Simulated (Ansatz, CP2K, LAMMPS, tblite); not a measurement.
## tblite on liquid (Li,K)Br at 1100 K (70 atoms): settings against a plane-wave reference

How near does tblite come to plane waves for liquid (Li,K)Br at 1100 K (70 atoms)?

Main program and level: tblite 0.8.0; the method is named at each step.

### 1. The starting structure

The cell holds 70 atoms: 21 Li, 14 K and 35 Br. Cell: a = 13.599 Å, b = 13.599 Å, c = 13.599 Å, α = 90.0°, β = 90.0°, γ = 90.0°. 70 atoms (21 Li, 14 K, 35 Br) placed at random at 2.3 g/cm³, melted at 1800 K for 10 ps at fixed volume with the Lennard-Jones and Coulomb ion parameters for SPC/E (Joung and Cheatham, J. Phys. Chem. B 112, 9020 (2008)), full charges. Snapshot at the end of a hold of 20 ps at 1100 K and fixed volume.

The yardstick, on the same geometry:

| Item | Value |
| --- | --- |
| method | Kohn-Sham DFT, PBE, PAW, plane waves (Ansatz 0.2.0); cutoff 420 eV, Γ point, fermi-dirac smearing of 0.05 eV; PAW set soft_2 |
| r.m.s. force component | 0.2662 eV/Å |
| longest force | 0.8601 eV/Å |
| pressure | -0.4257 GPa |
| gap (highest filled to lowest empty level) | 3.229 eV |
| SCF cycles | 7 |
| time | 25 s on 4 threads of Arm Neoverse V2, shared host |
| CPU time | 96 s |

### 2. GFN1-xTB

Method: GFN1-xTB tight binding, diagonalisation.

Contents of run.py:

```python
import numpy as np
from ase.io import read
from tblite.ase import TBLite

atoms = read("structure.xyz")
atoms.calc = TBLite(method="GFN1-xTB", electronic_temperature=580, accuracy=1.0, max_iterations=250, mixer_damping=0.4, verbosity=1)
energy = atoms.get_potential_energy()
forces = atoms.get_forces()
print(f"energy {energy:.6f} eV")
print("forces (eV/A)")
for i, (a, f) in enumerate(zip(atoms, forces)):
    print(f"{i:4d} {a.symbol:2s} {f[0]:10.5f} {f[1]:10.5f} {f[2]:10.5f}")
stress = -atoms.get_stress(voigt=False) * 160.21766
print("stress (GPa, compression positive)")
for row in stress:
    print(" ".join(f"{x:10.4f}" for x in row))
print("charges (e)")
print(np.array2string(atoms.get_charges(), precision=4, suppress_small=True, max_line_width=110, threshold=100000))
```

Contents of structure.xyz:

```xyz
70
Lattice="13.59940 0.00000 0.00000 0.00000 13.59940 0.00000 0.00000 0.00000 13.59940" Properties=species:S:1:pos:R:3 pbc="T T T"
Li 7.79545 8.53498 1.88134
Li 13.37039 11.47980 8.60012
Li 6.22064 4.20833 12.87836
Li 13.08181 5.07122 7.95157
Li 11.39426 8.78576 6.70124
Li 8.72973 12.46303 8.71558
Li 13.28797 11.45899 2.69023
Li 2.04644 11.69644 11.91430
Li 1.55944 0.45014 8.36961
Li 7.09263 12.93997 13.43702
Li 2.36861 9.11609 8.46087
Li 6.49902 3.61771 8.08634
Li 2.69091 3.66966 6.57558
Li 6.26157 1.01955 6.09036
Li 9.62362 4.92257 5.28323
Li 4.15094 6.34330 9.89792
Li 2.97133 4.78087 1.06946
Li 5.64946 7.42962 5.45554
Li 5.43486 4.41545 3.64450
Li 10.77412 1.44548 7.48647
Li 3.24862 0.52684 2.68996
K 9.86963 3.02015 11.73492
K 9.89968 7.03021 10.42122
K 13.54704 3.16880 4.18562
K 1.55618 7.54536 4.30761
K 11.55786 6.37567 2.08669
K 0.54398 6.66656 11.72105
K 13.03978 1.05531 0.10254
K 9.64102 11.56819 4.84900
K 8.93630 0.95087 2.52772
K 4.06309 1.44072 11.27853
K 6.45618 10.06818 8.99192
K 10.81424 10.98832 13.49849
K 3.96722 11.72282 5.21959
K 4.50099 9.14464 0.56084
Br 3.82470 4.78767 11.77042
Br 1.06524 11.22780 0.53296
Br 8.16168 12.31616 11.10976
Br 4.47869 12.29903 12.81335
Br 7.06190 1.94907 13.46762
Br 1.43474 6.76951 1.26801
Br 11.78538 4.63468 10.30563
Br 4.65412 7.92301 7.58194
Br 0.34012 2.84758 7.37767
Br 8.25497 1.91901 8.31902
Br 11.90573 6.12068 6.03555
Br 12.66621 9.79089 4.68717
Br 6.24172 4.66650 5.80504
Br 0.15490 9.46056 9.91287
Br 9.02048 7.27459 3.81422
Br 2.82541 4.55118 4.40648
Br 8.01086 11.35305 1.85061
Br 11.29811 12.70973 8.08988
Br 0.96692 13.58825 10.92399
Br 9.55820 9.20407 8.47297
Br 5.71474 5.73663 1.21932
[... 10 atom lines left out ...]
Br 2.22894 2.29952 1.45663
Br 3.89500 8.62093 10.98124
Br 1.49716 12.76766 3.81994
Br 10.07321 2.52636 4.84805
```

On the command line:

```console
$ OMP_NUM_THREADS=1 python run.py > output.txt
```

The log of the run:

```text
------------------------------------------------------------
  cycle        total energy    energy error   density error
------------------------------------------------------------
      1     -151.7597096655  -1.5164395E+02   5.1683528E-01
      2     -152.1623202374  -4.0261057E-01   2.8964511E-01
      3     -151.2340048081   9.2831543E-01   9.5334192E-02
      4     -143.4557182586   7.7782865E+00   2.6023450E-01
      5     -151.9968021228  -8.5410839E+00   5.3249181E-02
      6     -152.1484371763  -1.5163505E-01   3.3906126E-02
      7     -152.1906422782  -4.2205102E-02   2.3576211E-02
      8     -152.2305196051  -3.9877327E-02   1.1578096E-02
      9     -152.2351782633  -4.6586582E-03   7.9831369E-03
     10     -152.2378842751  -2.7060118E-03   4.1336781E-03
     11     -152.2389313499  -1.0470748E-03   9.6681108E-04
     12     -152.2389601388  -2.8788882E-05   4.1449684E-04
     13     -152.2389633819  -3.2431262E-06   2.2511951E-04
     14     -152.2389652086  -1.8266901E-06   1.2164122E-04
     15     -152.2389660626  -8.5405262E-07   2.2138861E-05
     16     -152.2389660679  -5.2639564E-09   1.2142189E-05
------------------------------------------------------------
 total:                                   2.532 sec
energy -4142.633274 eV
forces (eV/A)
   0 Li    0.51169   -0.07583    0.02857
   1 Li    0.11464   -0.03921    0.11759
   2 Li   -0.15790    0.15237   -0.23152
   3 Li    0.09272    0.16498    0.56804
   4 Li   -0.10642   -0.09432   -0.04849
   5 Li    0.10346    0.08027    0.02512
   6 Li    0.22448   -0.09400    0.16581
   7 Li    0.37421   -0.29707    0.30721
   8 Li    0.09870    0.09770    0.14727
   9 Li   -0.25646   -0.11287   -0.18916
  10 Li    0.12382   -0.44555    0.43022
  11 Li   -0.01978    0.18616    0.26600
  12 Li   -0.07021   -0.20960    0.50117
  13 Li   -0.03332    0.00500    0.07959
  14 Li    0.04443    0.27336   -0.21131
  15 Li   -0.11057    0.28080   -0.10444
  16 Li    0.00670    0.03147   -0.09446
  17 Li   -0.03509   -0.13218   -0.17276
  18 Li   -0.40729   -0.00514   -0.65816
  19 Li   -0.29224    0.21964   -0.18141
  20 Li    0.05923   -0.08781    0.13769
  21 K    -0.55062   -0.25461    0.19713
  22 K    -0.02618   -0.08084    0.24306
  23 K    -0.11404   -0.13916   -0.15121
[...]
62 Br    0.19549   -0.16434   -0.16214
  63 Br   -0.21781    0.08018   -0.03708
  64 Br    0.36296   -0.09024   -0.13643
  65 Br   -0.36198   -0.20969    0.07135
  66 Br   -0.01296    0.32983   -0.32377
  67 Br   -0.04816    0.24711    0.14144
  68 Br    0.11969    0.29969    0.04235
  69 Br    0.20521    0.17820    0.53140
stress (GPa, compression positive)
   -1.7804    -0.0000     0.0757
   -0.0000    -1.5175     0.1395
    0.0757     0.1395    -1.5562
charges (e)
[ 0.1753  0.177   0.1736  0.1612  0.1834  0.1746  0.1343  0.1773  0.2196  0.1537  0.2037  0.1916  0.205
  0.2093  0.2011  0.1953  0.1819  0.1809  0.2168  0.212   0.175   0.4301  0.4309  0.4443  0.4497  0.431
  0.4152  0.4424  0.4488  0.4435  0.4364  0.439   0.445   0.4412  0.4137 -0.2646 -0.2853 -0.2921 -0.297
 -0.2794 -0.3395 -0.3496 -0.2586 -0.2451 -0.2485 -0.2533 -0.2878 -0.2099 -0.2757 -0.2818 -0.2708 -0.3032
 -0.2306 -0.2741 -0.3123 -0.2428 -0.2468 -0.3994 -0.3581 -0.2675 -0.2515 -0.2625 -0.3432 -0.2935 -0.3195
 -0.3006 -0.283  -0.3054 -0.2892 -0.2913]
```

The job ended after 3.1 s (1 thread of Arm Neoverse V2, shared host; peak memory 0.16 GiB).

Banners, paths, timers and routine set-up lines are dropped from the logs unmarked, and long logs keep their key lines alone; longer cuts are marked.

Numbers from this run, and their distance from the reference:

```yaml
r_m_s_force_component: 0.2367 eV/Å
r_m_s_difference_of_force_components: 86.75 meV/Å
longest_difference_of_force_vectors: 306.4 meV/Å
force_difference_over_r_m_s_force: 32.59 %
slope_of_forces_against_the_reference_s: 0.8422
correlation_of_force_components: 0.9472
pressure: -1.618 GPa
pressure_difference: -1.192 GPa
```

Length of the force difference by element (eV/Å):

| element | atoms | mean | most |
| --- | --- | --- | --- |
| Br | 35 | 0.11 | 0.19 |
| K | 14 | 0.15 | 0.31 |
| Li | 21 | 0.17 | 0.25 |

A closer look about Br42, which bears the longest force: 11 atoms, nearest first, numbered in the order of the input, with positions taken from that point.

| atom | x | y | z | distance (Å) | bonds | Mulliken charge (e) | Fx | Fy | Fz (eV/Å) |
| --- | --- | --- | --- | --- | --- | --- | --- | --- | --- |
| Br42 | 0.00 | 0.00 | 0.00 | 0.00 | 4 | -0.35 | 0.62 | 0.23 | -0.51 |
| Li4 | 1.30 | 0.44 | -2.35 | 2.72 | 4 | 0.16 | 0.09 | 0.16 | 0.57 |
| K22 | -1.92 | -1.61 | 1.43 | 2.88 | 4 | 0.43 | -0.55 | -0.25 | 0.20 |
| K23 | -1.89 | 2.40 | 0.12 | 3.05 | 4 | 0.43 | -0.03 | -0.08 | 0.24 |
| K27 | 2.36 | 2.03 | 1.42 | 3.42 | 4 | 0.42 | 0.13 | 0.04 | 0.04 |
| Br44 | 2.15 | -1.79 | -2.93 | 4.05 | 4 | -0.25 | 0.14 | -0.59 | -0.04 |
| Br60 | 3.46 | 1.81 | -1.46 | 4.17 | 4 | -0.27 | -0.09 | -0.44 | -0.53 |
| Li20 | -1.01 | -3.19 | -2.82 | 4.38 | 3 | 0.21 | -0.29 | 0.22 | -0.18 |
| Br66 | -4.38 | 0.50 | -0.18 | 4.41 | 4 | -0.30 | -0.36 | -0.21 | 0.07 |
| Br46 | 0.12 | 1.49 | -4.27 | 4.52 | 3 | -0.25 | -0.15 | 0.07 | -0.04 |
| Br58 | -0.13 | -1.06 | 4.41 | 4.54 | 4 | -0.40 | -0.16 | -0.22 | -0.07 |

Atoms are counted from 1 here, from 0 in the log.

Forces lie 33 % from the reference's, at 0.032 times its CPU time (on 1 against 4 cores).

### 3. Summary of results

| Item | Value |
| --- | --- |
| force difference from the reference | tblite GFN1-xTB, 33 % |
| its CPU time | 3.1 s |

**Reading.** Tight binding differs by 33 % (tblite GFN1-xTB); it is another model, with fitted parameters of its own, and the xTB methods hold dispersion. One electronic-structure run takes under half the reference's CPU time: tblite GFN1-xTB, at 33 % in 3.1 s against 96 s. Periodic xTB results under one method name differ between programs and library versions. The frame stands for 1100 K, but pressures are static and levels are smeared at 580 K. The network of bonds at the start is that of the classical potential that made the cell, and needn't be the one that DFT or experiment would give. The ion parameters were fitted for water, not for melts, so the starting structure of this cell may lie well off the real melt's. The electronic-structure runs sample only Γ, in a cell whose shortest periodic width is 14 Å.

[Also dropped from logs without a mark: logging warnings of Python, and SIESTA's first energy breakdown and zero terms.]

[Logs are printed without paths, hosts, clocks, repeated set-up lines and the standing remarks that a program may print on its own settings, such as how far it seeks lower states.]

[Hosts, paths, dates, database ids (printed as entryN), source tags and the programs' standing remarks are cut or masked in the printed files.]
